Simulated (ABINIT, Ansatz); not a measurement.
# Mo (Im-3m): from the cell to the phonon bands, part 4 of 4

How does Mo (Im-3m) vibrate, and is this structure a minimum?

ABINIT 10.8.3; DFT LDA, scalar-relativistic, plane waves, PseudoDojo norm-conserving pseudopotentials.

So far, highest frequency (cm⁻¹): step 8 (dispersion) 274.

## Step 10: Cross-check with Ansatz

A second program on the same cell, potentials, cutoff and meshes tests the implementation of the phonon response, not its convergence.

This step: DFT LDA, scalar-relativistic, plane waves, PseudoDojo norm-conserving pseudopotentials (Ansatz 0.2.0).

input.yaml

```yaml
crystal:
  lattice:
    - [-1.5562379771, 1.5562379771, 1.5562379771]
    - [1.5562379771, -1.5562379771, 1.5562379771]
    - [1.5562379771, 1.5562379771, -1.5562379771]
  atoms:
    - { symbol: Mo, position: [0.0, 0.0, 0.0] }
kpoints:
  mp_grid: { grid: [16, 16, 16] }
hamiltonian:
  xc: lda
  pseudopotentials: { kind: nc, accuracy: standard }
scf:
  occupations: { method: gaussian, width: 0.27211 }
output:
  eigenvalues: true
basis:
  ecutwfc: 979.61
phonons:
  method: dfpt
  qmesh: [4, 4, 4]
  temperatures: { t_max: 1000, t_step: 50 }
  qpath:
    path:
      - [[0.0, 0.0, 0.0], [0.5, -0.5, 0.5], [0.0, 0.0, 0.5], [0.0, 0.0, 0.0], [0.25, 0.25, 0.25], [0.5, -0.5, 0.5]]
      - [[0.25, 0.25, 0.25], [0.0, 0.0, 0.5]]
    npoints: 10
```

Command:

```sh
$ ansatz run input.yaml --threads 4 --pin off --max-ram 16384MiB --backend cpu --events-out ev --progress --plain --runs-dir out
```

Output:

```text
Warning: basis.ecutwfc = 979.61 eV is below the records' recommended 1088.45545 eV, and the density's cutoff is lower with it unless basis.ecutrho_ratio is high enough to keep the records' density cutoff: compare with a run at a higher cutoff
Engine: ansatz 0.2.0, aarch64-unknown-linux-gnu
Pseudopotentials: kind: nc
Pseudopotential: Mo, nc, valence charge 14, recommended cutoff 1088.45545 eV (normal), Mo.nc.azcp (PseudoDojo's, or run here from an input of PseudoDojo's; its table is named by hamiltonian.pseudopotentials.accuracy)
Functional definition: SPW92
  exchange = slater_x
  correlation = pw_c
Crystal: 1 atoms, lattice volume = 15.076 Å³
Basis set: ecut = 979.61 eV, 1055 PW (Γ), exchange–correlation on 60×60×60 points (8 copies of the dense FFT grid, shifted against one another)
Bands: 11, of which v1, the nominal top of the filled ones, is band 7 counted from 1 (6 counted from 0)
Symmetry: 48 space group operations
k-points: 145 of 4096
Non-local potential: Mo, projectors of the file, l = 0: 2, l = 1: 2, l = 2: 2
Initial density: superposition of atomic densities (chi_scale 0.1, normalization cell)
Initial wavefunctions: pseudopotential atomic-orbital guess
Functional: x = slater, c = lda
SCF iter   1: F=—  HF=-1915.516654 eV  |F-HF|=—  |Δ(HF+E_count)|=         —  Δρ=1.09e-1  dr2=1.62e0  ethr=3.10e-3  ⟨swp⟩=5.8  Hψ=10917  notcnv=0
preconditioner: auto → none  [metal: Δε(μ)=0.028 eV  Ē_g=8.968 eV  σ=0.272 eV  W_gap=0.06  n_scr=0 (ndim 8)  ℏωp=23.4 eV  f_vac=0.000  D(μ)=0.48/eV (n_scr^D=0)]
SCF iter   2: F=—  HF=-1914.897747 eV  |F-HF|=—  |Δ(HF+E_count)|=   6.19e-1  Δρ=3.17e-2  dr2=4.62e-2  ethr=3.10e-3  ⟨swp⟩=2.6  Hψ=4234  notcnv=0  defer=7
SCF iter   3: F=—  HF=-1914.886183 eV  |F-HF|=—  |Δ(HF+E_count)|=   1.16e-2  Δρ=1.18e-2  dr2=6.03e-3  ethr=3.30e-4  ⟨swp⟩=1.1  Hψ=1720  notcnv=0  defer=7
SCF iter   4: F=—  HF=-1914.884678 eV  |F-HF|=—  |Δ(HF+E_count)|=   1.50e-3  Δρ=5.41e-4  dr2=1.26e-5  ethr=4.31e-5  ⟨swp⟩=1.3  Hψ=1703  notcnv=0  defer=7
SCF iter   5: F=—  HF=-1914.884710 eV  |F-HF|=—  |Δ(HF+E_count)|=   3.12e-5  Δρ=1.30e-4  dr2=3.30e-7  ethr=8.97e-8  ⟨swp⟩=3.2  Hψ=3233  notcnv=0  defer=7
SCF iter   6: F=—  HF=-1914.884708 eV  |F-HF|=—  |Δ(HF+E_count)|=   1.65e-6  Δρ=3.08e-5  dr2=2.55e-8  ethr=2.35e-9  ⟨swp⟩=2.4  Hψ=2606  notcnv=0  defer=7
SCF iter   7: F=—  HF=-1914.884708 eV  |F-HF|=—  |Δ(HF+E_count)|=   7.05e-9  Δρ=9.07e-6  dr2=1.89e-9  ethr=1.82e-10  ⟨swp⟩=2.0  Hψ=2374  notcnv=0  defer=7
SCF iter   8: F=—  HF=-1914.884708 eV  |F-HF|=—  |Δ(HF+E_count)|=  5.35e-10  Δρ=1.39e-6  dr2=4.34e-11  ethr=1.35e-11  ⟨swp⟩=1.0  Hψ=1592  notcnv=0  defer=7
SCF iter   9: F=-1914.884708 eV  HF=-1914.884708 eV  |F-HF|=2.27e-13  |Δ(HF+E_count)|=  6.14e-12  Δρ=7.85e-8  dr2=1.53e-13  ethr=1.00e-12  ⟨swp⟩=8.4  Hψ=10309  notcnv=0
SCF 1 converged in 9 iterations: F = -1914.884708 eV  dr2 = 1.53e-13
NSCF: frozen V_eff on 145 k-points
NSCF: frozen V_eff on 349 k-points
DFPT response loops at q = (0, 0, 0) (fractional): preconditioner auto → Kerker (q_TF=auto, 2.695 Å⁻¹) (partly filled bands, converged f_vac=0.000); β = 1.00, the filter's whole step (`scf.mixing.beta` (0.50) is not read by the response loops under this deck's `scf.mixing.preconditioner`; to damp them name `kerker` or `kerker_dos`, under which they read `scf.mixing.beta`, and type it under 1.00, their step now; both keys bind the ground state too); Broyden in place of MSR1
NSCF: frozen V_eff on 4352 k-points
DFPT response loops at q = (0, 0, 0.25) (fractional): mixed as the last ones told, above
NSCF: frozen V_eff on 2196 k-points
DFPT response loops at q = (0, 0, -0.5) (fractional): mixed as the last ones told, above
NSCF: frozen V_eff on 8192 k-points
DFPT response loops at q = (0, 0.25, 0.25) (fractional): mixed as the last ones told, above
NSCF: frozen V_eff on 1178 k-points
DFPT response loops at q = (0.25, 0.25, 0.25) (fractional): mixed as the last ones told, above
NSCF: frozen V_eff on 2320 k-points
DFPT response loops at q = (0.25, 0.25, -0.25) (fractional): mixed as the last ones told, above
NSCF: frozen V_eff on 4352 k-points
DFPT response loops at q = (0.25, -0.5, -0.5) (fractional): mixed as the last ones told, above
NSCF: frozen V_eff on 698 k-points
DFPT response loops at q = (-0.5, -0.5, -0.5) (fractional): mixed as the last ones told, above
SCF converged after 9 iterations
Free energy (F): -1914.884708 eV
Harris-Foulkes:  -1914.884708 eV  (|F-HF|=2.27e-13)
Internal energy: -1914.863600 eV  (E = F + TS)
E sigma→0 (E₀):  -1914.874154 eV
Entropy (-TS):   -0.021108 eV (-21.108 meV/atom)
Fermi energy:    22.004791 eV
--- Per-component energies (eV) ---
  E_band       = -42.121712
  E_kinetic    = 606.420815
  E_local      = -1060.049554  (includes V_loc(G=0)·N_el)
  E_nonlocal   = 234.362271
  E_hartree    = 234.206235
  E_xc         = -279.811565
  E_vxc        = -291.267715  (∫ρ·V_xc dr)
  E_ewald      = -1649.991801
  E_smearing   = -0.021108  (= −TS)
  E_closure    = -0.000000  (closes the sum)
  Σ components = -1914.884708   (vs F -1914.884708, Δ=0.00e0)
--- Band table (eV; the first three rows and the last of 145) ---
  k-point 0: bands = [... 3 lower, -12.3710, 14.6319, 20.5609, 20.5609, 20.5609, 23.6966, 23.6966, 37.0211]
  k-point 1: bands = [... 3 lower, -12.3715, 14.8126, 20.4576, 20.5443, 20.7324, 23.5432, 23.6993, 37.1586]
  k-point 2: bands = [... 3 lower, -12.3729, 15.3182, 20.1767, 20.4674, 21.2381, 23.2372, 23.7161, 37.4671]
  k-point 144: bands = [... 3 lower, -13.4554, 16.2595, 16.2595, 26.2249, 26.2249, 26.2249, 31.3618, 31.3618]
--- Phonons (Γ-DFPT): 1 representative perturbation + reference (Σ response iterations 3) ---
  ASR residual: 8.697e-5 → 0.000e0 eV/Å²; symmetrization residual: 4.066e-20 eV/Å²
  ASR residual per site (eV/Å²): 8.70e-5
  Γ frequencies (cm⁻¹): 0.00 0.00 0.00
--- Phonons (arbitrary-q DFPT): 8 irreducible q on the 4×4×4 mesh ---
  q = [0.0000, 0.0000, 0.0000] (star 1, of the zone-centre solve; hermiticity 4.93e-24, symmetrization 7.79e-16): -0.00 -0.00 -0.00
  q = [0.0000, 0.0000, 0.2500] (star 12, 2 solved perturbations in 3336 linear systems a pass and spin channel, the states on 2176 of 4096 k-point pairs; hermiticity 1.46e-14, symmetrization 8.74e-14, the responses' own estimated error 2.8e-4 eV/Å²): 116.76 135.06 202.08
  q = [0.0000, 0.0000, -0.5000] (star 6, 2 solved perturbations in 1719 linear systems a pass and spin channel, the states on 1098 of 4096 k-point pairs; hermiticity 2.26e-14, symmetrization 5.53e-14, the responses' own estimated error 3.1e-4 eV/Å²): 156.37 199.39 274.21
  q = [0.0000, 0.2500, 0.2500] (star 24, 2 solved perturbations in 6272 linear systems a pass and spin channel, the states on 4096 of 4096 k-point pairs; hermiticity 2.09e-7, symmetrization 2.03e-14, the responses' own estimated error 2.9e-4 eV/Å²): 189.40 203.78 245.44
  q = [0.2500, 0.2500, 0.2500] (star 2, 1 solved perturbation on 589 of 4096 k-point pairs; hermiticity 8.59e-14, symmetrization 2.05e-13, the responses' own estimated error 3.0e-4 eV/Å²): 216.83 216.83 216.83
  q = [0.2500, 0.2500, -0.2500] (star 6, 2 solved perturbations in 1808 linear systems a pass and spin channel, the states on 1160 of 4096 k-point pairs; hermiticity 3.47e-14, symmetrization 7.52e-14, the responses' own estimated error 3.0e-4 eV/Å²): 150.41 150.41 242.47
  q = [0.2500, -0.5000, -0.5000] (star 12, 2 solved perturbations in 3336 linear systems a pass and spin channel, the states on 2176 of 4096 k-point pairs; hermiticity 1.15e-13, symmetrization 9.48e-14, the responses' own estimated error 3.0e-4 eV/Å²): 180.41 217.62 244.54
  q = [-0.5000, -0.5000, -0.5000] (star 1, 1 solved perturbation on 349 of 4096 k-point pairs; hermiticity 1.02e-14, symmetrization 1.15e-13, the responses' own estimated error 2.6e-4 eV/Å²): 188.77 188.77 188.77
  sum rule: each row above includes the acoustic sum rule's correction from the zone centre's row sums; it moved no ω² by more than (0.50 cm⁻¹)²
  mesh force constants: q→R imaginary residual 0.00e0; ASR residual 8.697e-5 → 0.000e0 eV/Å²; symmetrization residual 1.421e-14 eV/Å²
  interpolated dispersion: 62 rows × 3 modes
  density of states and harmonic sums: on the 28×28×28 q-mesh, interpolated from the force constants of a 4×4×4 supercell (no non-analytic term)
  largest difference from the sums on the solved wave vectors: F 1.04e-2 eV, S 1.44e-5 and C_V 4.03e-6 eV/K
  zero-point energy: 0.036355 eV/cell   skipped modes (ω ≤ 0): 3   left out of the sums: 4.56e-5 of the cell's modes: C_V's classical limit lies that fraction below 3 k_B per atom; for a crystal, a wire or a layer, F and S can be off by more, and a phonons.interpolated_qmesh denser along its periods is the remedy for the sampling
```

The job ended after 2 min (4 threads of Arm Neoverse V2, shared host; peak memory 4.5 GiB; 7.9 min of CPU time).

Read from the output:

| Quantity | Value |
| --- | --- |
| sum-rule residual before enforcement | 8.70e-5 eV/Å² |
| mean frequency | 195.5 cm⁻¹ |
| Debye temperature (second moment) | 372 K |
| logarithmic mean frequency | 189.5 cm⁻¹ |
| lowest mode on the q mesh (acoustic ones at the zone centre apart) | 116.8 cm⁻¹ |
| zero-point energy per atom | 36.36 meV |
| vibrational entropy at 300 K | 28.26 J/(mol atoms K) |

## Step 11: The two compared: ABINIT PseudoDojo and Ansatz, PseudoDojo

Numbers from this step:

| Property | Result |
| --- | --- |
| root-mean-square difference | 0.02 cm⁻¹ |
| largest difference | 0.05 cm⁻¹ |
| root-mean-square difference on the path | 0 cm⁻¹ |
| largest difference on the path | 0.1 cm⁻¹ |

The interpolated bands of the two lie on top of each other.

At the solved wavevectors the largest difference (acoustic modes at Γ apart) is 0.02 % of the highest mode.

## Step 12: Outcome

| Property | Result |
| --- | --- |
| space group after relaxation | Im-3m |
| volume per atom | 15.1 Å³ |
| q mesh | 4×4×4 |
| lowest mode on the q mesh (acoustic ones at the zone centre apart) | 116.7 cm⁻¹ |
| zero-point energy per atom | 36.4 meV |
| heat capacity at 300 K | 23.1 J/(mol atoms K) |
| vibrational entropy at 300 K | 28.2 J/(mol atoms K) |
| imaginary modes on the q mesh | none |
| largest difference from Ansatz, PseudoDojo | 0.05 cm⁻¹ |

**Reading.** Mo (Im-3m) is dynamically stable on the 4×4×4 mesh; its spectrum reaches 274 cm⁻¹. The base run prints -0.61 GPa, mostly the error of a finite basis; the relaxation, with a smoothed and higher cutoff, had brought the cell to rest. ABINIT PseudoDojo and Ansatz, PseudoDojo agree to 0.05 cm⁻¹ (0.02 % of the highest mode compared) on all solved modes but the acoustic ones at Γ. These are harmonic frequencies at zero temperature: anharmonic shifts and linewidths and thermal expansion are left out. In a metal the frequencies hang on the k mesh and the smearing, most of all near Kohn anomalies. Ansatz warns that the cutoff lies 10 % under the one recommended for these files; agreement at one cutoff is not convergence.

[Host names and launcher messages were left out of these logs when they were recorded.]

[Logs are printed without paths, hosts, clocks, repeated set-up lines and the standing remarks that a program may print on its own settings, such as how far it seeks lower states.]

[Hosts, paths, dates, database ids (printed as entryN), source tags and the programs' standing remarks are cut or masked in the printed files.]
